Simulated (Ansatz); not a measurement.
**A failed many-body run on Te3As2 (Kalgoorlieite)**

What is wrong with this input for Te3As2 (Kalgoorlieite)?

Program: Ansatz 0.2.0. Level of theory: G0W0 on LDA, plane waves, PAW. Results are calculated unless marked as measured.

## Step 1: The starting structure

The structure is monoclinic, space group C2/m (No. 12). The conventional cell has a = 14.357 Å, b = 4.020 Å, c = 9.899 Å, α = 90.00°, β = 95.11°, γ = 90.00°. Te has 3 As at 2.74 to 2.99 Å nearest. Te has 3 As at 2.65 to 2.95 Å nearest. Nearest to Te lie 3 As at 2.76 to 2.82 Å. Nearest to As lie 6 Te at 2.76 to 2.99 Å. As has 3 Te at 2.65 to 2.74 Å nearest. Farther neighbours and most contacts between anions are not listed.

The cell and positions come from the Crystallography Open Database and are kept as given unless a step says otherwise. Spin-orbit coupling is left out unless a step names it. The default PAW set here is soft_2. Its files were made with PBE.

## Step 2: First try

input.yaml reads:

```yaml
crystal:
  lattice:
    - [7.17865, -2.00995, 0.0]
    - [7.17865, 2.00995, 0.0]
    - [-0.8811692412, 0.0, 9.859702925]
  atoms:
    - { symbol: Te, position: [0.0289, 0.0289, 0.2868] }
    - { symbol: Te, position: [0.9711, 0.9711, 0.7132] }
    - { symbol: Te, position: [0.7777, 0.7777, 0.339] }
    - { symbol: Te, position: [0.2223, 0.2223, 0.661] }
    - { symbol: Te, position: [0.3744, 0.3744, 0.0355] }
    - { symbol: Te, position: [0.6256, 0.6256, 0.9645] }
    - { symbol: As, position: [0.2026, 0.2026, 0.1408] }
    - { symbol: As, position: [0.7974, 0.7974, 0.8592] }
    - { symbol: As, position: [0.6133, 0.6133, 0.4406] }
    - { symbol: As, position: [0.3867, 0.3867, 0.5594] }
kpoints:
  mp_grid: { grid: [4, 4, 2] }
hamiltonian:
  xc: lda
scf:
  occupations: { method: fixed }
  max_iter: 60
gw:
  n_empty_bands: 300
  ecut_chi: 60
  qp_bands: [v3, c3]
  qp_kpoints: band_edges
  screening: { model: contour_deformation }
total_charge: -1
```

Command:

```console
$ ansatz run input.yaml --threads 3 --pin off --max-ram 92160MiB --backend cpu --events-out ev --progress --plain --runs-dir out
```

Numbers of over 12 decimals in the logs are rounded to 6 here.

Log:

```text
Error: inconsistent input (scf.occupations.method, magnetization): a σ = 0 step fill (method: fixed, or a smearing width below the step floor) cannot realise an odd electron count (157) — the per-k integer fill puts the same N_el/2 bands in each spin channel; use a smearing method with a finite width, such as fermi_dirac
```

Run time: 0.12 s. Hardware: 3 threads of AMD EPYC 7R13 (Zen 3), shared host; peak memory 0.098 GiB.

Q: What is the fault?

The program refused the input before any cycle.

The program's message: “Error: inconsistent input (scf.occupations.method, magnetization): a σ = 0 step fill (method: fixed, or a smearing width below the step floor) cannot realise an odd electron count (157) — the per-k in …”

The fault: a charged cell. Adding or removing electrons leaves a partly filled band.

## Step 3: A better input

Now the one-shot GW correction: screening in the RPA, then the self-energy of the levels asked for.

Changes to input.yaml since step 2:

```diff
@@ -22,6 +22,5 @@
   occupations: { method: fixed }
-  max_iter: 60
 gw:
-  n_empty_bands: 300
-  ecut_chi: 60
+  n_empty_bands: 497
+  ecut_chi: 84
   qp_bands: [v3, c3]
@@ -29,2 +28 @@
   screening: { model: contour_deformation }
-total_charge: -1
```

Command:

```console
$ ansatz run input.yaml --threads 3 --pin off --max-ram 92160MiB --backend cuda --events-out ev --progress --plain --runs-dir out --devices 1 --max-vram 13GiB
```

Log:

```text
GPUs: using 1 of 1 available (devices: 1).
[...]
device memory: the entry about to start is reckoned to put 5.0 GiB on a device that reports 32.7 GiB free (of which the cap on the GPU budget leaves the run 13.0 GiB)
GPU FFT provider: cuFFT
GPU libraries: cuBLAS 13.8.2, cuFFT 12.4.0, cuSOLVER 12.3.4
Crystal: 10 atoms, lattice volume = 284.526 Å³
Basis set: ecut = 420 eV, 5571 PW (Γ)
Bands: 94, of which v1, the nominal top of the filled ones, is band 78 counted from 1 (77 counted from 0)
Symmetry: 4 space group operations
[...]
k-points: 14 of 32
[...]
GPU buffer pool allocated for 180000 grid points (all kernels)
GPU transforms: local potential and band sums: pruned to the plane-wave sphere, on 50×50×72
[...]
SCF iter   1: F=—  HF=-60057.877788 eV  |F-HF|=—  |Δ(HF+E_count)|=         —  Δρ=4.49e-3  dr2=4.18e-2  ethr=1.77e-3  ⟨swp⟩=4.9  Hψ=4143  notcnv=0  defer=179
[...]
0    76      8.3565   -15.1687     0.8536   -14.3978  0.7340     8.4389     8.4392  root
     0    77      8.5261   -15.1142     0.8384   -14.3499  0.7367     8.6001     8.6003  root
     0    78      8.5311   -14.8118     0.6240   -14.2739  0.7362     8.6171     8.6174  root
     0    79     10.0159   -11.2817    -3.2033   -14.8702  0.7388    10.4049    10.4010  root
     0    80     10.2685   -11.6386    -3.0857   -15.0819  0.7386    10.6296    10.6261  root
     0    81     10.5644   -10.8708    -3.2943   -14.4774  0.7286    10.8814    10.8767  root
     1    76      8.6151   -15.6325     0.5109   -15.2828  0.7393     8.7756     8.7762  root
     1    77      8.7356   -15.1693     0.8303   -14.3969  0.7374     8.7933     8.7935  root
[...]
13    78      8.8128   -14.7651     0.3148   -14.6093  0.7413     8.9712     8.9718  root
    13    79      9.3450   -10.7700    -3.0097   -14.1233  0.7456     9.6924     9.6885  root
    13    80      9.4316   -10.3776    -3.0997   -13.8175  0.7472     9.7755     9.7717  root
    13    81      9.8836   -10.6999    -2.9912   -13.9784  0.7385    10.1736    10.1709  root
[key lines of the parts left out:]
SCF converged after 8 iterations
Free energy (F): -60057.857553 eV
Fermi energy:    8.863055 eV
```

Wall time 45 s (1 × NVIDIA H100 80GB HBM3 (shared by 6 runs) with 3 threads); peak memory 2.5 GiB.

In the SCF lines HF is the Harris–Foulkes energy and dr2 the Hartree energy of the density residual, in eV; the loop may stop once dr2 is under the threshold and the program's other checks hold. Hψ counts applications of the Hamiltonian.

Numbers from this step:

* bands summed: 575
* RPA ε∞ on this mesh (eigenvalues): 28.47, 63.85, 75.35
* plane waves in the screening matrix: 483
* q-points in the mesh: 32
* G0W0 gap on the mesh: 0.6373 eV
* k of the valence top: 0.25, 0.25, -0.5
* k of the conduction bottom: -0.5, -0.5, 0
* starting gap on the mesh: 0.4820 eV
* Z at the valence top: 0.7432
* Z at the conduction bottom: 0.7491
* least direct G0W0 gap on the computed points: 0.7167 eV

The gap on the mesh goes from 0.48 eV to 0.64 eV, a correction of +0.16 eV, though a band edge has moved to another state.

## Step 4: Results

```
first try  : refused after 0.12 s
better run : G0W0 gap on the mesh 0.64 eV (4×4×2 mesh, 497 empty bands, screening to 84 eV)
```

In words: The second run differs in: empty bands, screening cutoff (eV), cell charge and iteration cap. Bands and cutoff are finite, so the gap is not at the basis limit. The miss can reach some tenths of an eV and take either sign; the mesh is an error of its own. The 4×4×2 mesh is coarse for this cell (its supercell is 20 Å along the shortest edge). The RPA ε∞ on it, from the LDA start, is 28.47, 63.85 and 75.35; such meshes misread the long-range screening, most where the gap is narrow. The RPA ε∞ on this mesh reaches over 25; with a narrow direct gap a coarse mesh can overstate it, and the correction is then too small. The many-body steps are scalar-relativistic: spin-orbit coupling is not in them.

[Paths, hosts, dates, memory and timing lines, banners, echoed tables and standing remarks are left out of the program output.]

[Logs are printed without paths, hosts, clocks, repeated set-up lines and the standing remarks that a program may print on its own settings, such as how far it seeks lower states.]

[Runs of the session that timed out or met a known fault of the program may be left out.]

[Cells called generated may have been cut or substituted from an entry of the Crystallography Open Database or the Materials Project.]

[Hosts, paths, dates, database ids (printed as entryN), source tags and the programs' standing remarks are cut or masked in the printed files.]
